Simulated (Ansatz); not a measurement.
## What NaVS3 (model cell, started as cubic perovskite with V in the octahedra) distorts into

Aim: this structure of NaVS3 (model cell, started as cubic perovskite with V in the octahedra) is to be tested for unstable modes, and one is followed downhill.

Calculated with Ansatz 0.2.0; DFT PBEsol, scalar-relativistic, plane waves, PAW; PAW set soft_1.

The structure was built from a prototype and need not be the compound's stable phase.

### 1. Starting point

Symmetry: Pm-3m, No. 221, cubic system. The conventional cell has a = 4.568 Å, b = 4.568 Å, c = 4.568 Å, α = 90.00°, β = 90.00°, γ = 90.00°. Nearest to Na lie 12 S at 3.23 Å. V has 6 S at 2.28 Å nearest. Nearest to S lie 2 V at 2.28 Å and 4 Na at 3.23 Å. Farther neighbours and most contacts between anions are not listed.

### 2. The dispersion

The cell comes from relaxations at this level that are not shown. Stability and thermal properties need the whole zone. Linear response on a 4×4×4 q mesh gives force constants as far as a supercell of that size would.

Contents of input.yaml:

```yaml
crystal:
  lattice:
    - [4.5683033595, 0.0, 0.0]
    - [0.0, 4.5683033595, 0.0]
    - [0.0, 0.0, 4.5683033595]
  atoms:
    - { symbol: Na, position: [0.0, 0.0, 0.0] }
    - { symbol: V, position: [0.5, 0.5, 0.5] }
    - { symbol: S, position: [0.5, 0.5, 0.0] }
    - { symbol: S, position: [0.5, 0.0, 0.5] }
    - { symbol: S, position: [0.0, 0.5, 0.5] }
kpoints:
  mp_grid: { grid: [8, 8, 8] }
hamiltonian:
  xc: pbesol
  pseudopotentials: { kind: paw, azcp: { folder: soft_1 }, xc_functional: pbe }
scf:
  occupations: { method: methfessel_paxton, width: 0.2 }
output:
  eigenvalues: true
phonons:
  method: dfpt
  qmesh: [4, 4, 4]
  temperatures: { t_max: 1000, t_step: 50 }
  qpath:
    path:
      - [[0.0, 0.0, 0.0], [0.0, 0.5, 0.0], [0.5, 0.5, 0.0], [0.0, 0.0, 0.0], [0.5, 0.5, 0.5], [0.0, 0.5, 0.0]]
      - [[0.5, 0.5, 0.5], [0.5, 0.5, 0.0]]
    npoints: 10
```

On the command line:

```
$ ansatz run input.yaml --threads 8 --pin off --max-ram 16384MiB --backend cpu --events-out ev --progress --plain --runs-dir out
```

Numbers of over 12 decimals in the logs are rounded to 6 here.

Log:

```text
Engine: ansatz 0.2.0, aarch64-unknown-linux-gnu
Pseudopotentials: kind: paw
Pseudopotential: Na, paw, valence charge 9, recommended cutoff 420 eV (normal), soft_1/Na.paw.azcp
Pseudopotential: V, paw, valence charge 13, recommended cutoff 420 eV (normal), soft_1/V.paw.azcp
Pseudopotential: S, paw, valence charge 6, recommended cutoff 420 eV (normal), soft_1/S.paw.azcp
Functional definition: PBEsol
  exchange = pbesol_x
  correlation = pbesol_c
Crystal: 5 atoms, lattice volume = 95.338 Å³
Basis set: ecut = 420 eV, 1863 PW (Γ), exchange–correlation on 64×64×64 points (8 copies of the dense FFT grid, shifted against one another)
Bands: 25, of which v1, the nominal top of the filled ones, is band 20 counted from 1 (19 counted from 0)
Symmetry: 48 space group operations
k-points: 35 of 512
Non-local potential: Na, projectors of the file, l = 0: 3, l = 1: 2, l = 2: 1
Non-local potential: V, projectors of the file, l = 0: 3, l = 1: 2, l = 2: 3, l = 3: 1
Non-local potential: S, projectors of the file, l = 0: 2, l = 1: 2, l = 2: 1
PAW form: soft (Blöchl's): semilocal exchange-correlation on the pseudo side does not see the compensation charge
PAW frozen core: Na, regenerated for the run's functional, and the local potential with it (the file was generated under x = pbe(κ = 0.804, μ = 0.219515), c = pbe(β = 0.066725))
PAW frozen core: V, regenerated for the run's functional, and the local potential with it (the file was generated under x = pbe(κ = 0.804, μ = 0.219515), c = pbe(β = 0.066725))
PAW frozen core: S, regenerated for the run's functional, and the local potential with it (the file was generated under x = pbe(κ = 0.804, μ = 0.219515), c = pbe(β = 0.066725))
PAW one-centre angular grid: Na, 110 points (default); XC on 64 Gauss nodes
PAW one-centre angular grid: V, 590 points (default); XC on 64 Gauss nodes
PAW one-centre angular grid: S, 110 points (default); XC on 64 Gauss nodes
Initial density: superposition of atomic densities (chi_scale 0.1, normalization cell, long waves kept (reshape's long-wave potential 0.00 eV rms))
Initial wavefunctions: pseudopotential atomic-orbital guess
Functional: x = pbesol(κ = 0.804, μ = 0.123457), c = pbesol(β = 0.046)
SCF iter   1: F=—  HF=-7020.489549 eV  |F-HF|=—  |Δ(HF+E_count)|=         —  Δρ=9.27e-2  dr2=1.33e1  ethr=3.10e-3  ⟨swp⟩=7.5  Hψ=9583  notcnv=0
automatic band count: the SCF goes on with 30 bands, as 25 were too few: the levels above may hold too much charge
preconditioner: auto → Kerker (q_TF=auto, 2.361 Å⁻¹)  [metal: Δε(μ)=0.045 eV  Ē_g=9.389 eV  σ=0.200 eV  W_gap=0.19  n_scr=18 (ndim 8)  ℏωp=18.6 eV  f_vac=0.000  D(μ)=3.70/eV (n_scr^D=26)]
SCF iter   2: F=—  HF=-7019.586115 eV  |F-HF|=—  |Δ(HF+E_count)|=   9.03e-1  S|Δr|=    0.00e0  Δρ=5.02e-2  dr2=4.40e0  ethr=3.10e-3  ⟨swp⟩=2.0  Hψ=2117  notcnv=0  defer=51
SCF iter   3: F=—  HF=-7019.160045 eV  |F-HF|=—  |Δ(HF+E_count)|=   4.26e-1  S|Δr|=    0.00e0  Δρ=1.07e-2  dr2=2.01e-1  ethr=3.10e-3  ⟨swp⟩=2.2  Hψ=1330  notcnv=0  defer=51
SCF iter   4: F=—  HF=-7019.150884 eV  |F-HF|=—  |Δ(HF+E_count)|=   9.16e-3  S|Δr|=    0.00e0  Δρ=2.75e-3  dr2=5.02e-3  ethr=5.03e-4  ⟨swp⟩=1.0  Hψ=1322  notcnv=0  defer=63
SCF iter   5: F=—  HF=-7019.152542 eV  |F-HF|=—  |Δ(HF+E_count)|=   1.66e-3  S|Δr|=    0.00e0  Δρ=6.26e-4  dr2=7.25e-4  ethr=1.26e-5  ⟨swp⟩=2.6  Hψ=1420  notcnv=0  defer=63
SCF iter   6: F=—  HF=-7019.152671 eV  |F-HF|=—  |Δ(HF+E_count)|=   1.29e-4  S|Δr|=    0.00e0  Δρ=4.10e-4  dr2=2.48e-4  ethr=1.81e-6  ⟨swp⟩=2.1  Hψ=1650  notcnv=0  defer=63
SCF iter   7: F=—  HF=-7019.152656 eV  |F-HF|=—  |Δ(HF+E_count)|=   1.41e-5  S|Δr|=    0.00e0  Δρ=9.44e-5  dr2=2.12e-5  ethr=6.19e-7  ⟨swp⟩=2.2  Hψ=1328  notcnv=0  defer=63
SCF iter   8: F=—  HF=-7019.152649 eV  |F-HF|=—  |Δ(HF+E_count)|=   7.37e-6  S|Δr|=    0.00e0  Δρ=3.96e-5  dr2=3.49e-6  ethr=5.30e-8  ⟨swp⟩=2.1  Hψ=1464  notcnv=0  defer=63
SCF iter   9: F=—  HF=-7019.152650 eV  |F-HF|=—  |Δ(HF+E_count)|=   1.35e-6  S|Δr|=    0.00e0  Δρ=1.69e-5  dr2=4.00e-7  ethr=8.74e-9  ⟨swp⟩=2.5  Hψ=1510  notcnv=0  defer=63
SCF iter  10: F=—  HF=-7019.152650 eV  |F-HF|=—  |Δ(HF+E_count)|=   3.43e-8  S|Δr|=    0.00e0  Δρ=2.79e-6  dr2=8.46e-9  ethr=9.99e-10  ⟨swp⟩=2.5  Hψ=1529  notcnv=0  defer=63
SCF iter  11: F=—  HF=-7019.152650 eV  |F-HF|=—  |Δ(HF+E_count)|=   1.26e-9  S|Δr|=    0.00e0  Δρ=5.96e-7  dr2=4.58e-10  ethr=2.12e-11  ⟨swp⟩=2.3  Hψ=1512  notcnv=0  defer=63
SCF iter  12: F=—  HF=-7019.152650 eV  |F-HF|=—  |Δ(HF+E_count)|=  1.53e-10  S|Δr|=    0.00e0  Δρ=1.30e-7  dr2=1.14e-11  ethr=1.15e-12  ⟨swp⟩=2.2  Hψ=1504  notcnv=0  defer=63
SCF iter  13: F=-7019.152650 eV  HF=-7019.152650 eV  |F-HF|=1.82e-12  |Δ(HF+E_count)|=    0.00e0  S|Δr|=    0.00e0  Δρ=3.40e-8  dr2=1.42e-12  ethr=1.00e-12  ⟨swp⟩=13.5  Hψ=5859  notcnv=0
SCF 1 converged in 13 iterations: F = -7019.152650 eV  dr2 = 1.42e-12
  greatest PAW one-centre occupation: 1.000 electrons in one spin orbital (limit 2), on the V atom at site 1 (counted from 0), in its partial waves of l = 0
Initial density: read from a saved state, or passed on in memory by an earlier SCF of this step, an earlier step, the calling program or the single point that the run made first
iter 1 solved again at ethr=1.91e-6 eV; its pass at ethr=3.10e-3 eV (dr2=7.65e-4 eV) is discarded
SCF iter   1: F=—  HF=-7019.152645 eV  |F-HF|=—  |Δ(HF+E_count)|=         —  Δρ=1.66e-6  dr2=4.53e-9  ethr=1.91e-6  ⟨swp⟩=3.1  Hψ=6451  notcnv=0
eigensolver tolerance schedule: the retry pair's looser diagonalisation over-reported the residual by 169002.16 of it (diagonalisation noise at an unbounded share of the residual, at the tolerance the schedule requests for it); recorded, not acted on — ethr = c·dr2/N_el stays at c = 1.0e-1
preconditioner: auto → Kerker (q_TF=auto, 2.361 Å⁻¹)  [metal: Δε(μ)=0.028 eV  Ē_g=6.813 eV  σ=0.200 eV  W_gap=0.12  n_scr=18 (ndim 8)  ℏωp=18.6 eV  f_vac=0.000  D(μ)=4.41/eV (n_scr^D=32)]
SCF iter   2: F=—  HF=-7019.152650 eV  |F-HF|=—  |Δ(HF+E_count)|=   5.04e-6  S|Δr|=    0.00e0  Δρ=8.41e-7  dr2=1.08e-9  ethr=1.13e-11  ⟨swp⟩=4.4  Hψ=2710  notcnv=0
SCF iter   3: F=—  HF=-7019.152650 eV  |F-HF|=—  |Δ(HF+E_count)|=  5.09e-11  S|Δr|=    0.00e0  Δρ=5.33e-7  dr2=4.46e-10  ethr=2.69e-12  ⟨swp⟩=1.0  Hψ=875  notcnv=0
SCF iter   4: F=—  HF=-7019.152650 eV  |F-HF|=—  |Δ(HF+E_count)|=  2.27e-11  S|Δr|=    0.00e0  Δρ=2.48e-7  dr2=1.00e-10  ethr=1.12e-12  ⟨swp⟩=1.0  Hψ=875  notcnv=0
SCF iter   5: F=—  HF=-7019.152650 eV  |F-HF|=—  |Δ(HF+E_count)|=  2.73e-12  S|Δr|=    0.00e0  Δρ=1.53e-7  dr2=3.88e-11  ethr=1.00e-12  ⟨swp⟩=1.0  Hψ=875  notcnv=0
SCF iter   6: F=-7019.152650 eV  HF=-7019.152650 eV  |F-HF|=1.00e-11  |Δ(HF+E_count)|=  1.82e-12  S|Δr|=    0.00e0  Δρ=7.67e-8  dr2=9.91e-12  ethr=1.00e-12  ⟨swp⟩=2.0  Hψ=2040  notcnv=0
SCF 2 converged in 6 iterations: F = -7019.152650 eV  dr2 = 9.91e-12
phonons: the bands overlap, so this run is a metal and interpolates without the dipole-dipole term. If the crystal is really an insulator or semiconductor, its LO-TO splitting is missing
NSCF: frozen V_eff on 35 k-points
NSCF: frozen V_eff on 125 k-points
DFPT response loops at q = (0, 0, 0) (fractional): preconditioner auto → Kerker (q_TF=auto, 2.361 Å⁻¹) (partly filled bands, converged f_vac=0.000); β = 1.00, the filter's whole step (`scf.mixing.beta` (0.50) is not read by the response loops under this deck's `scf.mixing.preconditioner`; to damp them name `kerker` or `kerker_dos`, under which they read `scf.mixing.beta`, and type it under 1.00, their step now; both keys bind the ground state too); Broyden in place of MSR1
NSCF: frozen V_eff on 400 k-points
DFPT response loops at q = (0, 0, 0.25) (fractional): mixed as the last ones told, above
NSCF: frozen V_eff on 250 k-points
DFPT response loops at q = (0, 0, -0.5) (fractional): mixed as the last ones told, above
NSCF: frozen V_eff on 640 k-points
DFPT response loops at q = (0, 0.25, 0.25) (fractional): mixed as the last ones told, above
NSCF: frozen V_eff on 400 k-points
DFPT response loops at q = (0, 0.25, -0.5) (fractional): mixed as the last ones told, above
NSCF: frozen V_eff on 250 k-points
DFPT response loops at q = (0, -0.5, -0.5) (fractional): mixed as the last ones told, above
NSCF: frozen V_eff on 1024 k-points
DFPT response loops at q = (0.25, 0.25, 0.25) (fractional): mixed as the last ones told, above
NSCF: frozen V_eff on 640 k-points
DFPT response loops at q = (0.25, 0.25, -0.5) (fractional): mixed as the last ones told, above
NSCF: frozen V_eff on 400 k-points
DFPT response loops at q = (0.25, -0.5, -0.5) (fractional): mixed as the last ones told, above
NSCF: frozen V_eff on 250 k-points
DFPT response loops at q = (-0.5, -0.5, -0.5) (fractional): mixed as the last ones told, above
SCF converged after 13 iterations
Stability not checked: this state was not tested for a lower state beside it, because cold or Methfessel-Paxton smearing, or corrected tetrahedra, fill the levels in a way that the test cannot read (fill_not_monotonic; see scf.lower_state_search)
Free energy (F): -7019.152650 eV
Harris-Foulkes:  -7019.152650 eV  (|F-HF|=1.82e-12)
Internal energy: -7019.133839 eV  (E = F + TS)
E sigma→0 (E₀):  -7019.147947 eV
Entropy (-TS):   -0.018811 eV (-3.762 meV/atom)
Fermi energy:    6.797362 eV
--- Per-component energies (eV) ---
  E_band       = -464.676652
  E_kinetic    = 726.210368
  E_local      = -3469.172931  (includes V_loc(G=0)·N_el)
  E_nonlocal   = 463.830013
  E_hartree    = 1295.964323
  E_xc         = -414.792694
  E_vxc        = -440.079341  (∫ρ·V_xc dr)
  E_paw        = -3158.430862  (= ΣΔE_a)
  E_vpaw       = -337.394422  (= ΣTr[D̂ρ^β])
  E_aug_tail   = 0.000968  (compensation charges beyond the density's cutoff)
  E_ewald      = -2463.133246
  E_core_change = 0.390221  (= ΣΔE_core)
  E_smearing   = -0.018811  (= −TS)
  E_closure    = -0.000000  (closes the sum)
  Σ components = -7019.152650   (vs F -7019.152650, Δ=0.00e0)
--- Band table (eV; the first three rows and the last of 35) ---
  k-point 0: bands = [... 16 lower, 5.5777, 5.8073, 5.8073, 5.8073, 6.4683, 6.4683, 6.4683, 7.2942, ... 6 higher]
  k-point 1: bands = [... 16 lower, 5.4653, 5.7831, 5.8131, 6.0719, 6.0719, 6.7741, 6.7741, 7.3022, ... 6 higher]
  k-point 2: bands = [... 16 lower, 4.8642, 5.2177, 5.8275, 6.1460, 6.1460, 7.3169, 7.3525, 7.3525, ... 6 higher]
  k-point 34: bands = [... 16 lower, 2.4703, 7.2308, 7.2308, 7.2308, 7.8696, 7.8696, 7.8696, 9.4206, ... 6 higher]
--- Phonons (Γ-DFPT): 4 representative perturbations + reference (Σ response iterations 12) ---
  ASR residual: 2.475e-5 → 0.000e0 eV/Å²; symmetrization residual: 5.283e-6 eV/Å²
  ASR residual per site (eV/Å²): 2.22e-5 2.47e-5 1.53e-5 1.53e-5 1.53e-5
  Γ frequencies (cm⁻¹): -93.33 -93.33 -93.33 0.00 0.00 0.00 72.22 72.22 72.22 87.93 87.93 87.93 352.07 352.07 352.07
--- Phonons (arbitrary-q DFPT): 10 irreducible q on the 4×4×4 mesh ---
  q = [0.0000, 0.0000, 0.0000] (star 1, of the zone-centre solve; hermiticity 9.34e-7, symmetrization 2.17e-12): -93.33 -93.33 -93.33 -0.00 0.00 0.00 72.22 72.22 72.22 87.93 87.93 87.93 352.07 352.07 352.07
  q = [0.0000, 0.0000, 0.2500] (star 6, 9 solved perturbations in 1560 linear systems a pass and spin channel, the states on 200 of 512 k-point pairs; hermiticity 1.32e-6, symmetrization 2.50e-12): -165.28 -86.69 -86.69 38.54 38.54 69.03 71.34 71.34 74.49 113.59 125.30 125.30 346.63 346.63 355.56
  q = [0.0000, 0.0000, -0.5000] (star 3, 9 solved perturbations in 975 linear systems a pass and spin channel, the states on 125 of 512 k-point pairs; hermiticity 4.35e-7, symmetrization 4.37e-8): -97.55 -97.55 54.37 54.37 64.52 64.52 75.46 108.60 137.57 156.78 156.78 188.68 336.91 336.91 380.77
  q = [0.0000, 0.2500, 0.2500] (star 12, 9 solved perturbations in 2460 linear systems a pass and spin channel, the states on 320 of 512 k-point pairs; hermiticity 9.52e-7, symmetrization 4.83e-14): -149.20 -126.49 -87.02 26.84 59.53 61.84 67.82 107.62 108.11 113.07 130.86 172.14 333.66 340.89 376.18
  q = [0.0000, 0.2500, -0.5000] (star 12, 15 solved perturbations on 200 of 512 k-point pairs; hermiticity 1.03e-6, symmetrization 5.72e-8): -140.26 -99.61 -21.45 58.34 62.62 64.85 115.89 117.65 125.95 155.89 191.97 204.99 292.71 330.68 401.05
  q = [0.0000, -0.5000, -0.5000] (star 3, 9 solved perturbations in 975 linear systems a pass and spin channel, the states on 125 of 512 k-point pairs; hermiticity 1.42e-6, symmetrization 3.26e-8): -111.41 -76.15 50.39 50.39 65.47 72.16 125.91 125.91 154.55 154.55 185.47 185.47 227.95 319.91 418.63
  q = [0.2500, 0.2500, 0.2500] (star 8, 4 solved perturbations in 1376 linear systems a pass and spin channel, the states on 512 of 512 k-point pairs; hermiticity 9.22e-7, symmetrization 1.21e-12): -104.66 -104.66 -82.93 29.48 51.25 51.25 84.05 85.91 85.91 170.94 170.94 173.93 333.51 333.51 396.66
  q = [0.2500, 0.2500, -0.5000] (star 12, 9 solved perturbations in 2460 linear systems a pass and spin channel, the states on 320 of 512 k-point pairs; hermiticity 1.18e-6, symmetrization 3.70e-8): -92.40 -89.32 -34.55 21.67 67.85 68.09 74.13 77.73 170.55 193.60 200.76 207.57 266.01 316.21 421.85
  q = [0.2500, -0.5000, -0.5000] (star 6, 9 solved perturbations in 1560 linear systems a pass and spin channel, the states on 200 of 512 k-point pairs; hermiticity 1.40e-6, symmetrization 1.32e-7): -102.87 -76.51 -51.96 -11.26 -11.26 63.29 63.29 67.98 184.65 184.65 202.65 202.65 227.77 270.96 441.32
  q = [-0.5000, -0.5000, -0.5000] (star 1, 4 solved perturbations in 350 linear systems a pass and spin channel, the states on 125 of 512 k-point pairs; hermiticity 1.69e-6, symmetrization 1.10e-8): -216.15 -216.15 -76.54 -76.54 -76.54 70.35 70.35 70.35 168.84 168.84 168.84 226.38 226.38 226.38 453.55
  sum rule: each row above includes the acoustic sum rule's correction from the zone centre's row sums; it moved no ω² by more than (0.51 cm⁻¹)²
  mesh force constants: q→R imaginary residual 3.27e-19; ASR residual 2.475e-5 → 0.000e0 eV/Å²; symmetrization residual 5.329e-15 eV/Å²
  interpolated dispersion: 62 rows × 15 modes
  density of states and harmonic sums: on the 16×16×16 q-mesh, interpolated from the force constants of a 4×4×4 supercell (no non-analytic term)
  largest difference from the sums on the solved wave vectors: F 5.95e-2 eV, S 8.52e-5 and C_V 2.72e-5 eV/K
  zero-point energy: 0.123979 eV/cell   skipped modes (ω ≤ 0): 486, of them read as no rigid motion or as one in doubt: 483 (2.872e0 modes/cell left out, lowest -216.15 cm⁻¹)   left out of the sums: 1.91e-1 of the cell's modes: C_V's classical limit lies that fraction below 3 k_B per atom; for a crystal, a wire or a layer, F and S can be off by more, and a phonons.interpolated_qmesh denser along its periods is the remedy for the sampling
```

Run time: 6.3 min. Hardware: 8 threads of Arm Neoverse V2, shared host; peak memory 3.1 GiB.

Numbers from this step:

```yaml
volume_per_atom: 19.07 Å³
gap_on_the_k_mesh: 0 eV
sum_rule_residual_before_enforcement: 2.47e-5 eV/Å²
lowest_frequency_on_the_path: -216.2 cm⁻¹
point_group: m-3m
highest_frequency_on_the_path_or_at_a_solved_wavevector: 453.7 cm⁻¹
highest_optical_mode_at_the_zone_centre_no_lo_to_term: 352.1 cm⁻¹
lowest_optical_zone_centre_mode: -93.33 cm⁻¹
lowest_mode_on_the_q_mesh_acoustic_modes_at_gamma_apart: -216.2 cm⁻¹
```

Frequencies (cm⁻¹) solved at each irreducible wavevector; negative means imaginary. Frequencies by wavevector, by row:

| q in reciprocal lattice units | star | mode 1 | mode 2 | mode 3 | mode 4 | mode 13 | mode 14 | mode 15 |
| --- | --- | --- | --- | --- | --- | --- | --- | --- |
| 0 0 0 | 1 | -93.3 | -93.3 | -93.3 | 0 | 352.1 | 352.1 | 352.1 |
| 0 0 0.25 | 6 | -165.3 | -86.7 | -86.7 | 38.5 | 346.6 | 346.6 | 355.6 |
| 0 0 -0.5 | 3 | -97.5 | -97.5 | 54.4 | 54.4 | 336.9 | 336.9 | 380.8 |
| 0 0.25 0.25 | 12 | -149.2 | -126.5 | -87 | 26.8 | 333.7 | 340.9 | 376.2 |
| 0 0.25 -0.5 | 12 | -140.3 | -99.6 | -21.4 | 58.3 | 292.7 | 330.7 | 401.1 |
| 0 -0.5 -0.5 | 3 | -111.4 | -76.2 | 50.4 | 50.4 | 227.9 | 319.9 | 418.6 |
| 0.25 0.25 0.25 | 8 | -104.7 | -104.7 | -82.9 | 29.5 | 333.5 | 333.5 | 396.7 |
| 0.25 0.25 -0.5 | 12 | -92.4 | -89.3 | -34.5 | 21.7 | 266 | 316.2 | 421.9 |
| 0.25 -0.5 -0.5 | 6 | -102.9 | -76.5 | -52 | -11.3 | 227.8 | 271 | 441.3 |
| -0.5 -0.5 -0.5 | 1 | -216.2 | -216.2 | -76.5 | -76.5 | 226.4 | 226.4 | 453.6 |

Interpolated from a 4×4×4 q mesh. Phonon branches along the path, in cm⁻¹:

| point | branch 1 | branch 2 | branch 3 | branch 4 | branch 12 | branch 13 | branch 14 | branch 15 |
| --- | --- | --- | --- | --- | --- | --- | --- | --- |
| Γ | -93 | -93 | -93 | 0 | 88 | 352 | 352 | 352 |
| halfway | -165 | -87 | -87 | 38 | 125 | 347 | 347 | 356 |
| X | -98 | -98 | 54 | 54 | 189 | 337 | 337 | 381 |
| halfway | -140 | -100 | -22 | 58 | 205 | 293 | 331 | 401 |
| M | -111 | -76 | 50 | 50 | 186 | 228 | 320 | 419 |
| halfway | -149 | -126 | -87 | 27 | 172 | 334 | 341 | 376 |
| Γ | -93 | -93 | -93 | 0 | 88 | 352 | 352 | 352 |
| halfway | -105 | -105 | -83 | 30 | 174 | 334 | 334 | 397 |
| R | -216 | -216 | -76 | -76 | 226 | 226 | 226 | 454 |
| halfway | -92 | -89 | -34 | 22 | 208 | 266 | 316 | 422 |
| X | -98 | -98 | 54 | 54 | 189 | 337 | 337 | 381 |
| jump to R | -216 | -216 | -76 | -76 | 226 | 226 | 226 | 454 |
| halfway | -103 | -76 | -52 | -11 | 203 | 228 | 271 | 441 |
| M | -111 | -76 | 50 | 50 | 186 | 228 | 320 | 419 |

Symmetry leaves 10 wavevectors to solve. The lowest mode among them, the acoustic zeros apart, lies at q = (-0.5, -0.5, -0.5) and is imaginary, 216.2i cm⁻¹, so the energy falls along it.

### 3. The mode frozen in, largest atomic shift 0 Å

The mode followed lies at q = (-0.5, -0.5, -0.5) with frequency 216.2i cm⁻¹ and is 2-fold degenerate, the softest among the wavevectors solved. At small amplitude the distorted cell has space group no. 69 by a symmetry search on the positions. The undistorted cell that holds it gives the zero of energy on the same k mesh.

System of this step: NaVS3 (model cell, started as cubic perovskite with V in the octahedra). Symmetry: Pm-3m, No. 221, cubic system. Conventional cell: a = 4.568 Å, b = 4.568 Å, c = 4.568 Å, α = 90.00°, β = 90.00°, γ = 90.00°. Nearest to Na lie 12 S at 3.23 Å. Nearest to V lie 6 S at 2.28 Å. Nearest to S lie 2 V at 2.28 Å and 4 Na at 3.23 Å. Farther neighbours and most contacts between anions are not listed.

input.yaml, the sections that differ from step 2:

```yaml
crystal:
  lattice:
    - [4.5683033595, 4.5683033595, 0.0]
    - [4.5683033595, 0.0, 4.5683033595]
    - [4.5683033595, 0.0, -4.5683033595]
  atoms:
    - { symbol: Na, position: [0.0, 0.0, 0.0] }
    - { symbol: Na, position: [0.0, 0.5, 0.5] }
    - { symbol: V, position: [0.5, 0.25, 0.75] }
    - { symbol: V, position: [0.5, 0.75, 0.25] }
    - { symbol: S, position: [0.5, 0.0, 0.0] }
    - { symbol: S, position: [0.5, 0.5, 0.5] }
    - { symbol: S, position: [0.0, 0.5, 0.0] }
    - { symbol: S, position: [0.0, 0.0, 0.5] }
    - { symbol: S, position: [0.5, 0.0, 0.5] }
    - { symbol: S, position: [0.5, 0.5, 0.0] }
output:
  forces: true
  stress: true
  eigenvalues: true
# kpoints, hamiltonian, scf: as in step 2
# phonons: removed
```

Log:

```text
[...]
Crystal: 10 atoms, lattice volume = 190.675 Å³
Basis set: ecut = 420 eV, 3719 PW (Γ), exchange–correlation on 90×90×90 points (8 copies of the dense FFT grid, shifted against one another)
Bands: 50, of which v1, the nominal top of the filled ones, is band 40 counted from 1 (39 counted from 0)
Symmetry: 96 space group operations
[...]
k-points: 29 of 512
[...]
k-point 0: bands = [... 36 lower, 5.7604, 6.4706, 6.4706, 6.4706, 7.2411, 7.2411, 7.2411, 7.2437, ... 6 higher]
  k-point 1: bands = [... 36 lower, 6.0589, 6.3609, 6.3609, 6.5353, 7.0960, 7.0960, 7.1562, 7.5802, ... 6 higher]
  k-point 2: bands = [... 36 lower, 5.8769, 6.6820, 6.6859, 6.6859, 6.7300, 6.7300, 6.9287, 7.5821, ... 6 higher]
  k-point 28: bands = [... 36 lower, 5.1027, 5.1027, 6.1895, 6.1895, 7.3391, 7.3391, 7.7672, 7.7672, ... 6 higher]
[key lines of the parts left out:]
SCF converged after 10 iterations
Free energy (F): -14038.315895 eV
Fermi energy:    6.793753 eV
P = ⅓ Tr σ = 0.0138 GPa (0.138 kbar)
```

Wall time 2 s (8 threads); peak memory 0.82 GiB.

Numbers from this step:

- pressure: 0.01385 GPa
- energy from the undistorted cell: 0 meV/atom

The run ends at a pressure of 0.01 GPa.

[end of part 1 of 3]

[Logs are printed without paths, hosts, clocks, repeated set-up lines and the standing remarks that a program may print on its own settings, such as how far it seeks lower states.]

[Hosts, paths, dates, database ids (printed as entryN), source tags and the programs' standing remarks are cut or masked in the printed files.]
